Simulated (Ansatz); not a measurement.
## K on Al(111): change of the work function

Wanted: Δφ(θ) for K/Al(111), starting from the fcc site.

Main program and level: Ansatz 0.2.0; plane-wave DFT, PBE, Ansatz PAW.

This is a report of a sequence of runs, with most program output left out.

### Step 1. Starting point

The cell holds 4 atoms: 4 Al. Its edges and angles: a = 2.864 Å, b = 2.864 Å, c = 25.015 Å, α = 90.0°, β = 90.0°, γ = 60.0°. Vacuum lies along c.

### Step 2. The clean slab

The bare slab comes first, as the zero from which every change is counted. The two lowest layers are held at bulk places and the upper ones relax. The dipole correction removes the false field that a one-sided slab makes across the periodic vacuum, so each face gets a flat vacuum level of its own.

Contents of input.yaml:

```yaml
crystal:
  lattice:
    - [2.8637824638, 0.0, 0.0]
    - [1.4318912319, 2.4801083646, 0.0]
    - [0.0, 0.0, 25.0148057707]
  atoms:
    - { symbol: Al, position: [0.0, 0.0, 0.3597869231] }
    - { symbol: Al, position: [0.3333333333, 0.3333333333, 0.4532623077] }
    - { symbol: Al, position: [0.6666666667, 0.6666666667, 0.5467376923] }
    - { symbol: Al, position: [0.0, 0.0, 0.6402130769] }
kpoints:
  mp_grid: { grid: [12, 12, 1] }
hamiltonian:
  xc: pbe
scf:
  occupations: { method: fermi_dirac, width: 0.1 }
  convergence: { dr2_threshold: 1.0e-08 }
efield:
  axis: 3
  dipole_correction: true
  ramp_position: 0.97
  ramp_width: 0.06
relax:
  f_tol: 0.02
  max_steps: 60
  constraints: [{ sites: [0, 1] }]
output:
  write_potential: true
  write_density: true
  volumetric_format: npy
```

On the command line:

```
> ansatz run input.yaml --threads 2 --pin off --max-ram 3072MiB --backend cpu --events-out ev --progress --plain --runs-dir out
```

Run time: 4.4 s. Hardware: 2 threads of Arm Neoverse V2, shared host; peak memory 0.34 GiB; 8.6 s of CPU time.

Step by step:

```csv
step,energy less that of the first step (eV),largest force component (eV/Å)
1,0.0000,0.1320
2,-0.0031,0.0570
3,-0.0034,0.0024
```

Forces are held to the 6 operations that the run works with; a distortion that breaks them can't arise in this run.

The atoms that moved most (Å):

```csv
atom,dx,dy,dz,length
Al4,0.000,0.000,-0.057,0.057
Al3,0.000,0.000,-0.053,0.053
```

This step gave:

```yaml
energy_at_zero_smearing: -2149.2508 eV
work_function_upper_face: 4.021 eV
dipole_along_the_normal: -7.24e-5 e·Å
```

Running mean over 2.338 Å of the planar mean; the ramp of the sawtooth is left out. Table of electron's electrostatic potential energy less the Fermi level by z:

```csv
z (Å),electron's electrostatic potential energy less the Fermi level (eV)
3.5,4.02
4.0,4.02
4.5,4.02
5.0,4.01
5.5,3.99
6.0,3.92
6.5,3.69
7.0,2.91
7.5,0.996
8.0,-1.37
8.5,-3.48
9.0,-4.40
9.5,-4.56
10.0,-4.58
10.5,-4.60
11.0,-4.61
11.5,-4.65
12.0,-4.78
12.5,-4.81
13.0,-4.77
13.5,-4.65
14.0,-4.62
14.5,-4.62
15.0,-4.59
15.5,-4.56
16.0,-4.37
16.5,-3.33
17.0,-1.17
17.5,1.19
18.0,3.02
18.5,3.72
19.0,3.93
19.5,3.99
20.0,4.01
20.5,4.02
21.0,4.02
21.5,4.02
```

The relaxation took 3 steps and lowered the energy by 0.0034 eV; the largest force on the free atoms ends at 0.0024 eV/Å.

The work function of the upper face is 4.02 eV.

### Step 3. The covered slab, k-mesh 6×6×1, coverage 0.25 ML

System of this step: KAl16 (K/Al(111)). The cell holds 17 atoms: 16 Al and 1 K. Cell: a = 5.728 Å, b = 5.728 Å, c = 27.856 Å, α = 90.0°, β = 90.0°, γ = 60.0°. Vacuum lies along c.

The clean slab as it ended is repeated in the plane and the adsorbate is set on one face; the cell's size fixes the coverage, and the k-mesh shrinks with it to keep the sampling density about even. Adsorbate and upper layers relax, since the dipole depends on the height.

Contents of input.yaml:

```yaml
crystal:
  lattice:
    - [5.7275649276, 0.0, 0.0]
    - [2.8637824638, 4.9602167292, 0.0]
    - [0.0, 0.0, 27.8563316671]
  atoms:
    - { symbol: Al, position: [0.0, 0.0, 0.3230863312] }
    - { symbol: Al, position: [0.1666666667, 0.1666666667, 0.4070266224] }
    - { symbol: Al, position: [0.3333333333, 0.3333333333, 0.4890794632] }
    - { symbol: Al, position: [0.0, 0.0, 0.5728504553] }
    - { symbol: Al, position: [0.0, 0.5, 0.3230863312] }
    - { symbol: Al, position: [0.1666666667, 0.6666666667, 0.4070266224] }
    - { symbol: Al, position: [0.3333333333, 0.8333333333, 0.4890794632] }
    - { symbol: Al, position: [0.0, 0.5, 0.5728504553] }
    - { symbol: Al, position: [0.5, 0.0, 0.3230863312] }
    - { symbol: Al, position: [0.6666666667, 0.1666666667, 0.4070266224] }
    - { symbol: Al, position: [0.8333333333, 0.3333333333, 0.4890794632] }
    - { symbol: Al, position: [0.5, 0.0, 0.5728504553] }
    - { symbol: Al, position: [0.5, 0.5, 0.3230863312] }
    - { symbol: Al, position: [0.6666666667, 0.6666666667, 0.4070266224] }
    - { symbol: Al, position: [0.8333333333, 0.8333333333, 0.4890794632] }
    - { symbol: Al, position: [0.5, 0.5, 0.5728504553] }
    - { symbol: K, position: [0.1666666667, 0.1666666667, 0.6769136688] }
kpoints:
  mp_grid: { grid: [6, 6, 1] }
hamiltonian:
  xc: pbe
scf:
  occupations: { method: fermi_dirac, width: 0.1 }
  convergence: { dr2_threshold: 1.0e-08 }
efield:
  axis: 3
  dipole_correction: true
  ramp_position: 0.97
  ramp_width: 0.06
relax:
  f_tol: 0.02
  max_steps: 60
  constraints: [{ sites: [0, 1, 4, 5, 8, 9, 12, 13] }]
output:
  dos: { projected: true, e_range: [-8, 4] }
  write_potential: true
  write_density: true
  volumetric_format: npy
  elf: true
```

Wall time 49 s (2 threads); peak memory 0.91 GiB.

The steps of the relaxation:

| step | energy less that of the first step (eV) | largest force component (eV/Å) |
| --- | --- | --- |
| 1 | 0.0000 | 0.3217 |
| 2 | -0.0261 | 0.1943 |
| 3 | -0.0366 | 0.0434 |
| 4 | -0.0373 | 0.0055 |

The run keeps the 6 symmetry operations that it works with, so distortions that break them were not tested.

The atoms that moved most (Å):

```
atom      dx      dy      dz  length
 K17   0.000   0.000   0.137   0.137
Al16   0.000   0.000   0.099   0.099
 Al4  -0.010  -0.006  -0.027   0.030
 Al8   0.000   0.012  -0.027   0.030
Al12   0.010  -0.006  -0.027   0.030
 Al7   0.000  -0.010   0.008   0.013
Al11  -0.008   0.005   0.008   0.013
 Al3   0.008   0.005   0.008   0.013
```

This step gave:

| Quantity | Value |
| --- | --- |
| energy at zero smearing | -10135.2421 eV |
| work function, upper face | 1.978 eV |
| work function, lower face | 4.019 eV |
| dipole along the normal | 0.3204 e·Å |
| step between the vacuum levels | -2.041 eV |

Running mean over 2.338 Å of the planar mean; the ramp of the sawtooth is left out. Table of electron's electrostatic potential energy less the Fermi level by z:

z (Å), electron's electrostatic potential energy less the Fermi level (eV) and a bar from the least value:
```
        4       4.02 ##############################
        5       4.01 ##############################
        6       3.93 ##############################
        7       2.92 ##########################
        8      -1.36 ############
        9      -4.40 #
       10      -4.57 #
       11      -4.60 #
       12      -4.76 
       13      -4.75 
       14      -4.61 #
       15      -4.59 #
       16      -4.36 #
       17      -1.65 ###########
       18       0.32 #################
       19      -0.58 ##############
       20      -0.09 ################
       21       1.39 #####################
       22       1.80 ######################
       23       1.93 #######################
       24       1.97 #######################
```

The density of states has structure finer than the step of the table below, so its rows give means over 0.25 eV, whole bins alone (the curve runs from -8 to 1.98 eV). Peaks (eV: height): -4.690: 18.8, -3.820: 14.5, -3.730: 13.3, -2.890: 15.3, -1.500: 15.5, 1.020: 13.3, 1.350: 20.6.

Table of density of states by energy, zero at the Fermi level; means over each step:

energy (eV), density of states (states/eV a cell) and a bar from the least value:
```
    -7.75        4.5 ########
    -7.50        4.6 ########
    -7.25        3.2 ###
    -7.00        2.9 ##
    -6.75        2.6 #
    -6.50        5.6 #############
    -6.25        4.6 #########
    -6.00        4.9 ##########
    -5.75        3.1 ##
    -5.50        4.5 ########
    -5.25        3.4 ####
    -5.00        6.0 ##############
    -4.75        9.8 #############################
    -4.50        2.7 #
    -4.25        2.5 
    -4.00        4.0 ######
    -3.75        9.6 #############################
    -3.50        4.8 #########
    -3.25        5.5 ############
    -3.00        7.3 ####################
    -2.75        5.4 ############
    -2.50        7.4 ####################
    -2.25        7.2 ###################
    -2.00        3.5 ####
    -1.75        6.5 ################
    -1.50        7.1 ###################
    -1.25        5.4 ############
    -1.00        6.5 ################
    -0.75        7.4 ####################
    -0.50        9.2 ###########################
    -0.25        7.1 ###################
     0.00        7.1 ##################
     0.25        9.1 ###########################
     0.50        9.9 ##############################
     0.75        8.6 #########################
     1.00        9.7 #############################
     1.25        7.2 ###################
     1.50        9.3 ###########################
     1.75        8.3 ########################
```

Projected DOS per atom over height of the atomic layer and energy from the Fermi level. Layers: Al4 Al4 Al4 Al4 K from below.

Values in states/eV, 22 rows by 5 columns, each cell a mean:
```
0.43 0.28 0.33 0.46 0.31
0.39 0.41 0.42 0.39 0.43
0.51 0.43 0.41 0.55 0.83
0.53 0.40 0.41 0.57 0.98
0.46 0.35 0.35 0.47 0.48
0.55 0.41 0.43 0.60 0.43
0.37 0.38 0.39 0.40 0.13
0.42 0.36 0.36 0.45 0.02
0.35 0.25 0.25 0.36 0.00
0.49 0.41 0.40 0.51 0.03
0.38 0.45 0.44 0.40 0.03
0.34 0.28 0.27 0.34 0.03
0.48 0.42 0.42 0.50 0.01
0.18 0.20 0.20 0.19 0.01
0.37 0.38 0.38 0.38 0.01
0.38 0.30 0.30 0.39 0.01
0.23 0.21 0.21 0.23 0.01
0.26 0.27 0.27 0.26 0.01
0.29 0.34 0.34 0.29 0.01
0.16 0.18 0.18 0.16 0.01
0.20 0.25 0.25 0.20 0.01
0.24 0.29 0.29 0.24 0.01
```
Columns: height of the atomic layer (Å) from 9 to 19.0 (not evenly spaced); rows upwards: energy from the Fermi level (eV) from -7.96 to 1.95.

ELF in the ca plane at fractional y = 0.167, with atoms of Al and K within 0.2 Å of it. It is the smooth field of the valence electrons, not physical close to the nuclei.

Ten even steps from '0' (0.00) to '9' (0.87), each cell a mean:
```
55556665555567766667763002432000122211000000
55556665555567766667764100000000122210000000
65666556666666555678764210000012232110000000
66662115776665334677753211111223332110000000
56651213776654223577653211112333332110000000
66651104776654334677653211112233332110000000
66664336666665445678754210000122332110000000
65566666666667666678764200000001222210000000
55556665555567776667764100110000122211000000
65566666666667666678762025764100012211000000
66664336666665445678741169998410012221000000
66651104776654334577631399899720012221000000
56751213776653223567630399789720012221000000
66662015766654334677641289999610012221000000
65666556666666555678751048997300012211000000
```
Columns run along c (16.0 Å, from fractional 0.34 to 0.92 of the cell), rows up along a (5.7 Å). Atoms in or near the plane, at fractional coordinates: Al at (0.41, 0.17), Al at (0.41, 0.67), K at (0.68, 0.17).

Electrostatic potential energy in the ca plane at fractional y = 0.167, with atoms of Al and K within 0.2 Å of it. With pseudopotentials it is smooth inside the atoms' cores, unlike the true potential.

Ten even steps from '0' (-18 eV) to '9' (4 eV), each cell a mean:
```
47888778875225776324799987778899999999999999
47887778875225776324799999888999999999999999
67864236886557887556899999999999999999999999
88730211688778998888999999999999999999999999
88612640589889999989999999999999999999999999
88721421588889999889999999999999999999999999
78751113787667888767899999999999999999999999
57886557875336886435799999999999999999999999
37888788874225775324799998888899999999999999
57886557875336886435899876457889999999999999
78751013787667898777899740003788999999999999
88721421588889999889998610000588999999999999
88612640589889999999998610000578999999999999
88730211688788998888999720001688999999999999
67864236886557887556899863125789999999999999
```
Columns run along c (16.0 Å, from fractional 0.34 to 0.92 of the cell; values clipped at the 3rd and 97th percentile), rows up along a (5.7 Å). Atoms in or near the plane, at fractional coordinates: Al at (0.41, 0.17), Al at (0.41, 0.67), K at (0.68, 0.17).

Valence density in the ca plane at fractional y = 0.167, with atoms of Al and K within 0.2 Å of it. It is the smooth field of the valence electrons, not physical close to the nuclei.

Ten steps, logarithmic in the rise over the least value, from '0' (0.0 e/Å³) to '9' (4.2 e/Å³), each cell a mean:
```
33333333333333333333321112321000000000000000
33333333333333333333321100000000000000000000
33333333333333333333321100000000000000000000
33333233333333333333321100000000000000000000
33332223333333223333221100000000000000000000
33332223333333333333221100000000000000000000
33333333333333333333321100000000000000000000
33333333333333333333321100000000000000000000
33333333333333333333321111111000000000000000
33333333333333333333321124543100000000000000
33333333333333333333322257875310000000000000
33332223333333333333322379997410000000000000
33332223333333223333222479998410000000000000
33333233333333333333322368987310000000000000
33333333333333333333322235664200000000000000
```
Columns run along c (16.0 Å, from fractional 0.34 to 0.92 of the cell), rows up along a (5.7 Å). Atoms in or near the plane, at fractional coordinates: Al at (0.41, 0.17), Al at (0.41, 0.67), K at (0.68, 0.17).

The relaxation took 4 steps and lowered the energy by 0.037 eV; the largest force on the free atoms ends at 0.0055 eV/Å.

By hand: a sheet of dipoles makes a step −p/(ε₀A) in the electron's potential. With e/ε₀ = 180.95 V·Å, p = 0.3204 e·Å and A = 28.41 Å², that is −180.95 × (0.3204) / 28.41 = -2.041 eV, and the two vacuum levels of the run differ by -2.041 eV.

The covered face has 1.98 eV, -2.04 eV against the clean one; the bare back face has moved by +0.00 eV, a measure of how thin the slab is.

### Step 4. The covered slab, k-mesh 4×4×1, coverage 0.111 ML

System of this step: KAl36 (K/Al(111)). The cell holds 37 atoms: 36 Al and 1 K. Cell: a = 8.591 Å, b = 8.591 Å, c = 27.856 Å, α = 90.0°, β = 90.0°, γ = 60.0°. Vacuum lies along c.

Another coverage, to see how the dipoles act on each other as their distance changes.

Contents of input.yaml:

```yaml
crystal:
  lattice:
    - [8.5913473915, 0.0, 0.0]
    - [4.2956736957, 7.4403250937, 0.0]
    - [0.0, 0.0, 27.8563316671]
  atoms:
    - { symbol: Al, position: [0.0, 0.0, 0.3230863312] }
    - { symbol: Al, position: [0.1111111111, 0.1111111111, 0.4070266224] }
    - { symbol: Al, position: [0.2222222222, 0.2222222222, 0.4890794632] }
    - { symbol: Al, position: [0.0, 0.0, 0.5728504553] }
    - { symbol: Al, position: [0.0, 0.3333333333, 0.3230863312] }
    - { symbol: Al, position: [0.1111111111, 0.4444444444, 0.4070266224] }
    - { symbol: Al, position: [0.2222222222, 0.5555555556, 0.4890794632] }
    - { symbol: Al, position: [0.0, 0.3333333333, 0.5728504553] }
[... 25 atom lines left out ...]
    - { symbol: Al, position: [0.7777777778, 0.7777777778, 0.4070266224] }
    - { symbol: Al, position: [0.8888888889, 0.8888888889, 0.4890794632] }
    - { symbol: Al, position: [0.6666666667, 0.6666666667, 0.5728504553] }
    - { symbol: K, position: [0.1111111111, 0.1111111111, 0.6769136688] }
kpoints:
  mp_grid: { grid: [4, 4, 1] }
hamiltonian:
  xc: pbe
scf:
  occupations: { method: fermi_dirac, width: 0.1 }
  convergence: { dr2_threshold: 1.0e-08 }
efield:
  axis: 3
  dipole_correction: true
  ramp_position: 0.97
  ramp_width: 0.06
relax:
  f_tol: 0.02
  max_steps: 60
  constraints:
    - { sites: [0, 1, 4, 5, 8, 9, 12, 13, 16, 17, 20, 21, 24, 25, 28, 29, 32, 33] }
output:
  write_potential: true
  write_density: true
  volumetric_format: npy
```

Wall time 2 min (2 threads); peak memory 2.1 GiB.

Relaxation path:

```csv
step,energy less that of the first step (eV),largest force component (eV/Å)
1,0.0000,0.2495
2,-0.0210,0.1432
3,-0.0260,0.0269
4,-0.0262,0.0041
```

The run keeps the 6 symmetry operations that it works with, so distortions that break them were not tested.

The atoms that moved most (Å):

| atom | dx | dy | dz | length |
| --- | --- | --- | --- | --- |
| K37 | 0.000 | 0.000 | 0.087 | 0.087 |
| Al32 | 0.003 | -0.002 | 0.056 | 0.056 |
| Al24 | 0.000 | 0.004 | 0.056 | 0.056 |
| Al20 | -0.003 | -0.002 | 0.056 | 0.056 |
| Al36 | 0.000 | 0.000 | 0.033 | 0.033 |
| Al12 | 0.000 | 0.000 | 0.033 | 0.033 |
| Al28 | 0.000 | 0.000 | 0.033 | 0.033 |
| Al7 | 0.002 | -0.001 | 0.024 | 0.024 |

Final coordinates:

```
Al K
1.0
     8.59135    0.00000    0.00000
     4.29567    7.44033    0.00000
     0.00000    0.00000   27.85633
Al K
36 1
Direct
  0.00000 0.00000 0.32309
  0.11111 0.11111 0.40703
  0.22254 0.22254 0.48943
  0.99891 0.99891 0.57222
  0.00000 0.33333 0.32309
  0.11111 0.44444 0.40703
  0.22248 0.55543 0.48995
  0.99891 0.33551 0.57222
  0.00000 0.66667 0.32309
  0.11111 0.77778 0.40703
  0.22254 0.88825 0.48943
  0.99995 0.66669 0.57403
  0.33333 0.00000 0.32309
  0.44444 0.11111 0.40703
  0.55543 0.22248 0.48995
  0.33551 0.99891 0.57222
  0.33333 0.33333 0.32309
  0.44444 0.44444 0.40703
  0.55543 0.55543 0.48995
  0.33310 0.33310 0.57485
  0.33333 0.66667 0.32309
  0.44444 0.77778 0.40703
  0.55613 0.88860 0.48946
  0.33310 0.66714 0.57485
  0.66667 0.00000 0.32309
  0.77778 0.11111 0.40703
  0.88825 0.22254 0.48943
  0.66669 0.99995 0.57403
  0.66667 0.33333 0.32309
  0.77778 0.44444 0.40703
  0.88860 0.55613 0.48946
  0.66714 0.33310 0.57485
  0.66667 0.66667 0.32309
  0.77778 0.77778 0.40703
  0.88860 0.88860 0.48946
  0.66669 0.66669 0.57403
  0.11111 0.11111 0.68003
```

This step gave:

```yaml
energy_at_zero_smearing: -20881.6155 eV
work_function_upper_face: 1.758 eV
work_function_lower_face: 4.078 eV
dipole_along_the_normal: 0.8193 e·Å
step_between_the_vacuum_levels: -2.319 eV
```

The relaxation took 4 steps and lowered the energy by 0.026 eV; the largest force on the free atoms ends at 0.0041 eV/Å.

The covered face has 1.76 eV, -2.26 eV against the clean one; the bare back face has moved by +0.06 eV, a measure of how thin the slab is.

### Step 5. Work function against coverage

This step: plane-wave DFT, PBE, Ansatz PAW; work function against coverage (Ansatz 0.2.0).

The runs are now put side by side.

This step gave:

```yaml
work_function_of_the_clean_face: 4.021 eV
largest_change_of_the_work_function: -2.262 eV
```

Table of work function of the covered face by coverage:

```
coverage (adsorbates/nm²)  work function of the covered face (eV)
                     0.00                                    4.02
                     1.56                                    1.76
                     3.52                                    1.98
```

The dipole per adsorbate comes from the change of the cell's dipole. Coverage, by row:

```csv
coverage (1/nm²),coverage (ML),work function (eV),change (eV),"dipole per adsorbate, positive end outwards (debye)",mean height of the added atoms over the highest substrate atom (Å)
1.564,0.1111,1.758,-2.262,3.939,2.93
3.52,0.25,1.978,-2.042,1.54,2.937
```

### Step 6. Results

- work function of the clean face: 4.02 eV
- work function at 0.11 ML: 1.76 eV
- work function at 0.25 ML: 1.98 eV
- dipole per adsorbate at 0.11 ML, positive end outwards: 3.94 D

**Reading.** K lowers the work function of Al(111) at the lowest coverage, by 2.26 eV: the adsorbate layer has its positive end outwards. The slab has 4 layers, at the tabulated experimental lattice constant, one starting site was run, and quantum-size effects of a slab this thin can reach one or two tenths of an eV.

[Logs are printed without paths, hosts, clocks, repeated set-up lines and the standing remarks that a program may print on its own settings, such as how far it seeks lower states.]

[Hosts, paths, dates, database ids (printed as entryN), source tags and the programs' standing remarks are cut or masked in the printed files.]

[Maps of the electrostatic potential energy from Ansatz leave out the sawtooth potential of an applied field or a dipole correction, so their vacuum need not be flat; planar profiles and work functions include it.]

[The density of states shown here was stored with 400 of the rows of the run's finer table, so its peaks can read low, often by over a quarter, or be missed, and its means over a window can be off by a tenth or more.]
